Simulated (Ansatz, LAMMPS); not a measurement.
## Structural relaxation of amorphous 62SiO2-38TiO2 (mol %) (96 atoms)

Aim: bring amorphous 62SiO2-38TiO2 (mol %) (96 atoms) to a nearby minimum of the energy and see what moves.

Program: Ansatz 0.2.0. Level of theory: Kohn-Sham DFT, PBE, PAW (set soft_2), plane waves. Results are calculated unless marked as measured.

Report form: the programs' logs are mostly left out.

**1. Starting point**

The cell holds 96 atoms: 20 Si, 12 Ti and 64 O. Its edges and angles: a = 11.067 Å, b = 11.067 Å, c = 11.067 Å, α = 90.0°, β = 90.0°, γ = 90.0°. 96 atoms (20 Si, 12 Ti, 64 O) placed at random at 2.65 g/cm³, melted at 5000 K for 10 ps at fixed volume with the Morse and Coulomb pair potential with partial charges (Pedone, Malavasi, Menziani, Cormack and Segre, J. Phys. Chem. B 110, 11780 (2006)). Quenched from 5000 K to 300 K at 50 K/ps and fixed volume, held 5 ps, then minimised at fixed cell.

What the set-up can't give: The quench rate of 50 K/ps far exceeds what a furnace or splat quench reaches, so expect more defects and frozen-in strain than in a real sample. The starting topology of bonds comes from the classical model. Only the Γ point is sampled in the main run, in a cell whose shortest periodic width is 11 Å.

**2. How the cell was made**

A classical potential makes the cell, at a small fraction of what the same run would cost in DFT.

This step: classical MD, Morse and Coulomb pair potential with partial charges (Pedone, Malavasi, Menziani, Cormack and Segre, J. Phys. Chem. B 110, 11780 (2006)) (LAMMPS 22 Jul 2025 - Update 4).

The input, in.lmp:

```
# melt-quench of Si20Ti12O64
units metal
atom_style charge
boundary p p p
region box block 0 11.0666 0 11.0666 0 11.0666
create_box 3 box
mass 1 28.0850   # Si
mass 2 47.8670   # Ti
mass 3 15.9990   # O
create_atoms 1 random 20 40194 NULL overlap 1.5 maxtry 2000
create_atoms 2 random 12 40201 NULL overlap 1.5 maxtry 2000
create_atoms 3 random 64 40208 NULL overlap 1.5 maxtry 2000
pair_style hybrid/overlay pedone 5.5 coul/long 8.0
pair_coeff * * coul/long
pair_coeff 1 3 pedone 0.340554 2.006700 2.100000 1   # Si-O
pair_coeff 2 3 pedone 0.024235 2.254703 2.708943 1   # Ti-O
pair_coeff 3 3 pedone 0.042395 1.379316 3.618701 22   # O-O
set type 1 charge 2.4
set type 2 charge 2.4
set type 3 charge -1.2
kspace_style pppm 1.0e-4
neigh_modify delay 0 every 1 check yes
thermo_style custom step time temp pe press density
thermo_modify norm yes
timestep 0.002
thermo 100
min_style cg
minimize 1e-4 1e-4 200 2000
reset_timestep 0
velocity all create 5000 40195 mom yes dist gaussian
fix lim all nve/limit 0.05
fix lan all langevin 5000 5000 0.2 40196 zero yes
thermo 500
run 1000 post no
# [... 10 lines left out ...]
thermo 1250
fix md all nvt temp 300 300 0.2
run 2500 post no
unfix md
thermo 100
min_style cg
minimize 0 1e-3 2000 20000
write_dump all custom glass.dump id type xs ys zs modify sort id
```

Started as:

```console
> lmp -in in.lmp -log none -nocite
```

Run time: 25 s. Hardware: 1 thread of Arm Neoverse V1, shared host; peak memory 0.073 GiB.

**3. Single point at the start**

The forces at the start show how far the geometry lies from a minimum of this functional.

The input, input.yaml:

```yaml
crystal:
  lattice:
    - [11.0666, 0.0, 0.0]
    - [0.0, 11.0666, 0.0]
    - [0.0, 0.0, 11.0666]
  atoms:
    - { symbol: Si, position: [0.56521, 0.94287, 0.18672] }
    - { symbol: Si, position: [0.3778, 0.34148, 0.82655] }
    - { symbol: Si, position: [0.7554, 0.56071, 0.70074] }
    - { symbol: Si, position: [0.81514, 0.24479, 0.33708] }
    - { symbol: Si, position: [0.05494, 0.16193, 0.97029] }
    - { symbol: Si, position: [0.20697, 0.04127, 0.29249] }
    - { symbol: Si, position: [0.41422, 0.69497, 0.93107] }
    - { symbol: Si, position: [0.72402, 0.98426, 0.42022] }
    - { symbol: Si, position: [0.13987, 0.43301, 0.96795] }
    - { symbol: Si, position: [0.77101, 0.44256, 0.13162] }
    - { symbol: Si, position: [0.94832, 0.89247, 0.56425] }
    - { symbol: Si, position: [0.84523, 0.8399, 0.02756] }
    - { symbol: Si, position: [0.94696, 0.0505, 0.19708] }
    - { symbol: Si, position: [0.53847, 0.94048, 0.90537] }
    - { symbol: Si, position: [0.36495, 0.57808, 0.35766] }
    - { symbol: Si, position: [0.65863, 0.6947, 0.20622] }
    - { symbol: Si, position: [0.54546, 0.04864, 0.63761] }
    - { symbol: Si, position: [0.98297, 0.65986, 0.85566] }
    - { symbol: Si, position: [0.28448, 0.06978, 0.86715] }
    - { symbol: Si, position: [0.58282, 0.27563, 0.49057] }
    - { symbol: Ti, position: [0.22427, 0.70057, 0.69852] }
    - { symbol: Ti, position: [0.49467, 0.46836, 0.10206] }
    - { symbol: Ti, position: [0.2516, 0.41598, 0.57188] }
    - { symbol: Ti, position: [0.24075, 0.77288, 0.17632] }
    - { symbol: Ti, position: [0.42046, 0.20411, 0.2475] }
    - { symbol: Ti, position: [0.98884, 0.27881, 0.57306] }
    - { symbol: Ti, position: [0.96158, 0.58451, 0.51362] }
    - { symbol: Ti, position: [0.6806, 0.31877, 0.86164] }
    - { symbol: Ti, position: [0.03491, 0.56237, 0.20147] }
    - { symbol: Ti, position: [0.62646, 0.58825, 0.49094] }
    - { symbol: Ti, position: [0.84162, 0.04789, 0.79555] }
    - { symbol: Ti, position: [0.24497, 0.97698, 0.5849] }
    - { symbol: O, position: [0.97481, 0.09645, 0.87448] }
    - { symbol: O, position: [0.86373, 0.61975, 0.77459] }
    - { symbol: O, position: [0.73032, 0.43104, 0.75534] }
    - { symbol: O, position: [0.32368, 0.73776, 0.04177] }
    - { symbol: O, position: [0.08297, 0.72494, 0.77612] }
    - { symbol: O, position: [0.89559, 0.17687, 0.65052] }
    - { symbol: O, position: [0.24918, 0.92657, 0.21186] }
    - { symbol: O, position: [0.63406, 0.99431, 0.5287] }
    - { symbol: O, position: [0.06213, 0.03526, 0.28002] }
    - { symbol: O, position: [0.77374, 0.34628, 0.24148] }
    - { symbol: O, position: [0.73733, 0.17187, 0.84563] }
    - { symbol: O, position: [0.07707, 0.30425, 0.94462] }
    - { symbol: O, position: [0.58819, 0.96637, 0.04457] }
    - { symbol: O, position: [0.09347, 0.70691, 0.16677] }
    - { symbol: O, position: [0.05846, 0.53901, 0.90515] }
    - { symbol: O, position: [0.2549, 0.02806, 0.42571] }
    - { symbol: O, position: [0.56712, 0.19808, 0.61357] }
    - { symbol: O, position: [0.79767, 0.5702, 0.5471] }
    - { symbol: O, position: [0.87287, 0.92772, 0.68409] }
    - { symbol: O, position: [0.66812, 0.9495, 0.29674] }
    - { symbol: O, position: [0.97858, 0.44247, 0.59772] }
    - { symbol: O, position: [0.5162, 0.79618, 0.90515] }
    - { symbol: O, position: [0.84994, 0.93834, 0.45619] }
    - { symbol: O, position: [0.15223, 0.28795, 0.57367] }
    - { symbol: O, position: [0.47513, 0.5735, 0.98381] }
    - { symbol: O, position: [0.13645, 0.46847, 0.11055] }
    - { symbol: O, position: [0.7313, 0.382, 0.00791] }
    - { symbol: O, position: [0.2671, 0.81416, 0.59942] }
    - { symbol: O, position: [0.84165, 0.11743, 0.27248] }
    - { symbol: O, position: [0.00743, 0.55601, 0.361] }
    - { symbol: O, position: [0.96881, 0.74658, 0.53913] }
    - { symbol: O, position: [0.4784, 0.31284, 0.14012] }
    - { symbol: O, position: [0.18408, 0.09444, 0.9704] }
    - { symbol: O, position: [0.47314, 0.61728, 0.44492] }
    - { symbol: O, position: [0.6515, 0.54147, 0.15276] }
    - { symbol: O, position: [0.51729, 0.34179, 0.8706] }
    - { symbol: O, position: [0.19379, 0.56305, 0.61877] }
    - { symbol: O, position: [0.90561, 0.93236, 0.12593] }
    - { symbol: O, position: [0.79586, 0.92447, 0.92041] }
    - { symbol: O, position: [0.93098, 0.74268, 0.96124] }
    - { symbol: O, position: [0.35851, 0.38942, 0.69132] }
    - { symbol: O, position: [0.54576, 0.79129, 0.19643] }
    - { symbol: O, position: [0.47691, 0.25078, 0.39375] }
    - { symbol: O, position: [0.92521, 0.27834, 0.42013] }
    - { symbol: O, position: [0.89133, 0.51512, 0.13921] }
    - { symbol: O, position: [0.0717, 0.96101, 0.56165] }
    [... 12 atom lines left out ...]
    - { symbol: O, position: [0.61171, 0.41715, 0.49173] }
    - { symbol: O, position: [0.33389, 0.20457, 0.83396] }
    - { symbol: O, position: [0.297, 0.46773, 0.42556] }
    - { symbol: O, position: [0.42368, 0.52666, 0.23312] }
    - { symbol: O, position: [0.22396, 0.01221, 0.75177] }
    - { symbol: O, position: [0.27828, 0.41506, 0.91637] }
kpoints:
  mp_grid: { grid: [1, 1, 1] }
hamiltonian:
  xc: pbe
scf:
  occupations: { method: fermi_dirac, width: 0.025 }
output:
  forces: true
```

Started as:

```console
> ansatz run input.yaml --threads 4 --pin off --max-ram 8192MiB --backend cpu --events-out ev --progress --plain --runs-dir out
```

It took 17 s on 4 threads of Arm Neoverse V1, shared host; peak memory 1.8 GiB.

Numbers from this run:

```yaml
free_energy: -79129.2269 eV
free_energy_per_atom: -824.2628 eV/atom
scf_cycles: 12
r_m_s_force_component: 0.7226 eV/Å
longest_force: 2.614 eV/Å
fermi_energy: 4.605 eV
```

The r.m.s. force component of 0.72 eV/Å sets the starting point.

Neighbours are counted within 2.12 Å (O-Si), 2.64 Å (O-Ti).

Length of the force by element and coordination:

| element | coordination | atoms | mean length of the force (eV/Å) | spread | least | most |
| --- | --- | --- | --- | --- | --- | --- |
| O | all | 64 | 1.13 | 0.408 | 0.328 | 2.61 |
| O | 2 | 62 | 1.15 | 0.401 | 0.328 | 2.61 |
| O | 3 | 2 | 0.564 | 0.0336 | 0.530 | 0.597 |
| Si | all | 20 | 1.29 | 0.599 | 0.262 | 2.14 |
| Si | 3 | 1 | 1.70 | 0 | 1.70 | 1.70 |
| Si | 4 | 19 | 1.27 | 0.607 | 0.262 | 2.14 |
| Ti | all | 12 | 1.14 | 0.288 | 0.480 | 1.61 |
| Ti | 4 | 9 | 1.11 | 0.323 | 0.480 | 1.61 |
| Ti | 5 | 3 | 1.25 | 0.059 | 1.17 | 1.30 |

**4. Cell and atoms relaxed**

Cell and atoms are freed together, to release stress as well as forces.

Edit input.yaml of step 3 so:

```diff
@@ -15 +15,5 @@
   forces: true
+relax:
+  f_tol: 0.04
+  max_steps: 250
+  cell: {}
```

Wall time 8 min (4 threads); peak memory 1.8 GiB; 31 min of CPU time.

The steps of the relaxation (22 of 26):

| step | energy less that of the first step (eV) | largest force component (eV/Å) | pressure (GPa) | volume (Å³) |
| --- | --- | --- | --- | --- |
| 1 | 0.0000 | 2.0861 | 4.88 | 1355.32 |
| 2 | -2.3739 | 1.6860 | 2.00 | 1369.85 |
| 3 | -3.9998 | 1.0026 | -0.67 | 1371.63 |
| 5 | -4.9778 | 2.6086 | -0.01 | 1344.90 |
| 6 | -5.4462 | 0.2849 | -0.23 | 1343.42 |
| 7 | -5.5674 | 0.5058 | -0.12 | 1342.49 |
| 8 | -5.7280 | 0.6561 | 0.01 | 1338.16 |
| 9 | -5.7424 | 1.0139 | 0.09 | 1336.26 |
| 11 | -6.0048 | 0.6660 | 0.02 | 1333.87 |
| 12 | -6.1229 | 0.4181 | -0.07 | 1334.78 |
| 13 | -6.1457 | 0.3931 | 0.11 | 1338.03 |
| 14 | -6.1875 | 0.4809 | 0.04 | 1338.26 |
| 15 | -6.1764 | 0.2124 | -0.02 | 1347.70 |
| 16 | -6.2076 | 0.1394 | 0.02 | 1344.41 |
| 18 | -6.2043 | 0.3500 | -0.23 | 1349.35 |
| 19 | -6.2316 | 0.1065 | 0.03 | 1344.98 |
| 20 | -6.2326 | 0.0756 | -0.04 | 1346.35 |
| 21 | -6.2332 | 0.0351 | -0.02 | 1346.60 |
| 22* | -6.2813 | 0.0350 | 0.04 | 1346.60 |
| 24 | -6.2874 | 0.0422 | 0.00 | 1347.64 |
| 25 | -6.2880 | 0.0305 | 0.00 | 1347.69 |
| 26* | -6.2877 | 0.0306 | 0.01 | 1347.69 |

Relaxation steps marked * repeat the geometry before them on a plane-wave basis chosen anew for their cell, so energy and pressure can jump there. Other such steps can lie between the rows shown. Relaxation step 18 was tried and not accepted.

| cell as run | before | after | change |
| --- | --- | --- | --- |
| a (Å) | 11.067 | 11.450 | +3.5 % |
| b (Å) | 11.067 | 10.792 | -2.5 % |
| c (Å) | 11.067 | 10.920 | -1.3 % |
| α (°) | 90.00 | 87.44 | -2.8 % |
| β (°) | 90.00 | 90.55 | +0.6 % |
| γ (°) | 90.00 | 88.73 | -1.4 % |
| volume (Å³/atom) | 14.12 | 14.04 | -0.6 % |

The atoms that moved most (Å, as changes of fractional coordinates times the final cell):

| atom | dx | dy | dz | length |
| --- | --- | --- | --- | --- |
| O53 | 0.987 | -0.794 | -0.030 | 1.267 |
| O56 | 0.520 | -0.966 | -0.431 | 1.179 |
| O50 | 0.948 | -0.309 | 0.354 | 1.059 |
| Ti26 | 0.208 | -0.759 | -0.098 | 0.794 |
| O78 | -0.326 | 0.653 | -0.063 | 0.732 |
| Ti23 | -0.384 | -0.589 | -0.166 | 0.723 |
| O69 | -0.544 | 0.363 | -0.240 | 0.697 |
| Ti27 | 0.533 | 0.335 | -0.025 | 0.630 |

The relaxation changed the energy by -65.5 meV/atom, and atoms moved by 0.38 Å r.m.s., 1.3 Å at most.

**5. Distances and neighbours after relaxation**

Bonds before and after, by the cutoffs listed below:

| pair | bonds before | bonds after | mean before (Å) | mean after (Å) | spread before (Å) | spread after (Å) |
| --- | --- | --- | --- | --- | --- | --- |
| O-Si | 79 | 80 | 1.621 | 1.641 | 0.046 | 0.035 |
| O-Ti | 51 | 53 | 1.837 | 1.883 | 0.085 | 0.123 |

Density 2.66 g/cm³, 14.04 Å³ an atom.

Pair distribution functions g(r), in bins of 0.2 Å:

| r (Å) | total | O-O | O-Si | O-Ti | Si-Si | Si-Ti | Ti-Ti |
| --- | --- | --- | --- | --- | --- | --- | --- |
| 1.50 | 0.23 | 0.00 | 0.84 | 0.00 | 0.00 | 0.00 | 0.00 |
| 1.70 | 3.61 | 0.00 | 11.66 | 2.24 | 0.00 | 0.00 | 0.00 |
| 1.90 | 1.21 | 0.00 | 0.00 | 7.26 | 0.00 | 0.00 | 0.00 |
| 2.10 | 0.11 | 0.00 | 0.00 | 0.65 | 0.00 | 0.00 | 0.00 |
| 2.30 | 0.07 | 0.00 | 0.00 | 0.41 | 0.00 | 0.00 | 0.00 |
| 2.50 | 0.36 | 0.80 | 0.00 | 0.00 | 0.00 | 0.00 | 0.00 |
| 2.70 | 1.95 | 4.33 | 0.00 | 0.09 | 0.00 | 0.00 | 0.00 |
| 2.90 | 0.89 | 1.56 | 0.10 | 0.08 | 2.83 | 0.27 | 0.84 |
| 3.10 | 0.86 | 1.07 | 0.35 | 0.28 | 4.14 | 1.18 | 0.00 |
| 3.30 | 0.83 | 0.73 | 0.61 | 0.50 | 0.50 | 3.69 | 2.69 |
| 3.50 | 0.89 | 0.71 | 1.41 | 0.40 | 0.00 | 1.68 | 1.79 |
| 3.70 | 0.87 | 0.61 | 1.22 | 1.27 | 0.00 | 0.32 | 2.21 |
| 3.90 | 1.12 | 0.85 | 1.61 | 1.47 | 0.71 | 0.44 | 0.00 |
| 4.10 | 1.12 | 0.61 | 1.84 | 1.62 | 0.79 | 0.53 | 0.43 |
| 4.30 | 1.16 | 0.69 | 1.58 | 1.69 | 1.60 | 1.21 | 0.00 |
| 4.50 | 1.11 | 0.84 | 1.02 | 1.63 | 0.80 | 2.19 | 2.19 |
| 4.70 | 0.99 | 1.00 | 0.89 | 1.17 | 1.08 | 1.11 | 0.33 |
| 4.90 | 1.03 | 1.26 | 0.75 | 0.81 | 1.01 | 1.39 | 0.64 |
| 5.10 | 1.05 | 1.56 | 0.64 | 0.51 | 1.13 | 0.70 | 0.56 |
| 5.30 | 1.09 | 1.42 | 0.60 | 0.90 | 1.03 | 1.35 | 1.87 |

Bonds by pair of elements; cutoffs follow the first minimum of g(r), held within bounds set by covalent radii, and pairs that aren't listed don't count as bonded:

| pair A-B | cutoff (Å) | bonds | mean length (Å) | spread (Å) | shortest (Å) | B about A | A about B |
| --- | --- | --- | --- | --- | --- | --- | --- |
| O-Si | 2.12 | 80 | 1.64 | 0.035 | 1.58 | 1.25 | 4 |
| O-Ti | 2.64 | 53 | 1.88 | 0.123 | 1.73 | 0.828 | 4.42 |

How many atoms have how many bonded neighbours:

| element | mean | 2 | 3 | 4 | 5 | 6 |
| --- | --- | --- | --- | --- | --- | --- |
| O | 2.08 | 59 | 5 | 0 | 0 | 0 |
| Si | 4 | 0 | 0 | 20 | 0 | 0 |
| Ti | 4.42 | 0 | 0 | 8 | 3 | 1 |

Bond angles, per cent of each kind in bins of 5°:

| angle (°) | O-Si-O | O-Ti-O | Si-O-Ti | Si-O-Si | Ti-O-Ti |
| --- | --- | --- | --- | --- | --- |
| 65–70 | 0.0 | 1.1 | 0.0 | 0.0 | 0.0 |
| 70–75 | 0.0 | 2.1 | 0.0 | 0.0 | 0.0 |
| 75–80 | 0.0 | 1.1 | 0.0 | 0.0 | 0.0 |
| 80–85 | 0.0 | 1.1 | 0.0 | 0.0 | 0.0 |
| 85–90 | 0.0 | 9.7 | 0.0 | 0.0 | 0.0 |
| 90–95 | 0.8 | 10.8 | 2.9 | 0.0 | 7.7 |
| 95–100 | 0.8 | 7.5 | 2.9 | 0.0 | 0.0 |
| 100–105 | 16.7 | 12.9 | 0.0 | 0.0 | 15.4 |
| 105–110 | 33.3 | 17.2 | 0.0 | 0.0 | 7.7 |
| 110–115 | 35.8 | 15.1 | 0.0 | 3.9 | 7.7 |
| 115–120 | 10.0 | 8.6 | 2.9 | 3.9 | 0.0 |
| 120–125 | 1.7 | 2.1 | 8.6 | 15.4 | 7.7 |
| 125–130 | 0.8 | 1.1 | 2.9 | 7.7 | 0.0 |
| 130–135 | 0.0 | 0.0 | 11.4 | 15.4 | 7.7 |
| 135–140 | 0.0 | 1.1 | 11.4 | 3.9 | 7.7 |
| 140–145 | 0.0 | 2.1 | 11.4 | 19.2 | 7.7 |
| 145–150 | 0.0 | 2.1 | 14.3 | 11.5 | 0.0 |
| 150–155 | 0.0 | 0.0 | 8.6 | 11.5 | 15.4 |
| 155–160 | 0.0 | 0.0 | 11.4 | 0.0 | 15.4 |
| 160–165 | 0.0 | 0.0 | 0.0 | 0.0 | 0.0 |
| 165–170 | 0.0 | 1.1 | 5.7 | 0.0 | 0.0 |
| 170–175 | 0.0 | 2.1 | 2.9 | 7.7 | 0.0 |
| 175–180 | 0.0 | 1.1 | 2.9 | 0.0 | 0.0 |

Bond angles (no mean is given where the spread exceeds 20°):

| angle | count | mean (°) | spread (°) |
| --- | --- | --- | --- |
| O-Si-O | 120 | 109 | 5.1 |
| O-Ti-O | 93 | - | - |
| Si-O-Ti | 35 | 142 | 18.6 |
| Si-O-Si | 26 | 138 | 14.4 |
| Ti-O-Ti | 13 | - | - |

Oxygen atoms by the number of network formers (Si, P, Ge, B, Al, As, Ga) bound to them:

| network formers bound to O | O atoms | per cent |
| --- | --- | --- |
| 0 | 9 | 14.1 |
| 1 | 31 | 48.4 |
| 2 | 23 | 35.9 |
| 3 | 1 | 1.6 |

Network units: each former by its oxygen neighbours and how many of them bridge to another former:

| former | O neighbours | bridging O | atoms |
| --- | --- | --- | --- |
| Si | 4 | 0 | 1 |
| Si | 4 | 1 | 4 |
| Si | 4 | 2 | 3 |
| Si | 4 | 3 | 9 |
| Si | 4 | 4 | 3 |

Bond length by coordination (bonds to H left out):

| element | coordination | atoms | mean bond length (Å) |
| --- | --- | --- | --- |
| O | 2 | 59 | 1.71 |
| O | 3 | 5 | 1.92 |
| Ti | 4 | 8 | 1.83 |
| Ti | 5 | 3 | 1.95 |
| Ti | 6 | 1 | 1.98 |

Rings of the network by King's shortest-path rule, up to 12 atoms, one path for each pair of neighbours; H, halogens, alkali and alkaline-earth atoms are left out, and the last column divides by all other atoms, bonded or not:

| ring size (atoms) | rings | per network atom |
| --- | --- | --- |
| 4 | 3 | 0.031 |
| 6 | 3 | 0.031 |
| 8 | 11 | 0.115 |
| 10 | 20 | 0.208 |
| 12 | 30 | 0.312 |

For some of the pairs, g(r) has its first main peak near 2.7 Å (O-O), 1.6 Å (O-Si), 1.8 Å (O-Ti), 3.1 Å (Si-Si) and 3.3 Å (Si-Ti). Counting bonds as in the table, 92 % of O atoms have 2, all Si atoms have 4 and 67 % of Ti atoms have 4 bonded neighbours. The O-Si-O angle averages 109° with a spread of 5°. Counting bonds to Si alone, not to Ti, 36 % of the oxygens join two of these atoms and 48 % one; 2 % join three; 14 % join none. The commonest Si unit has 4 oxygens, 3 of them shared with other formers (9 of 20 atoms). Rings of 12 atoms are the most common (45 % of those counted); sizes run from 4 to 12, where the search stops.

[end of part 1 of 3]

[Logs are printed without paths, hosts, clocks, repeated set-up lines and the standing remarks that a program may print on its own settings, such as how far it seeks lower states.]

[Hosts, paths, dates, database ids (printed as entryN), source tags and the programs' standing remarks are cut or masked in the printed files.]
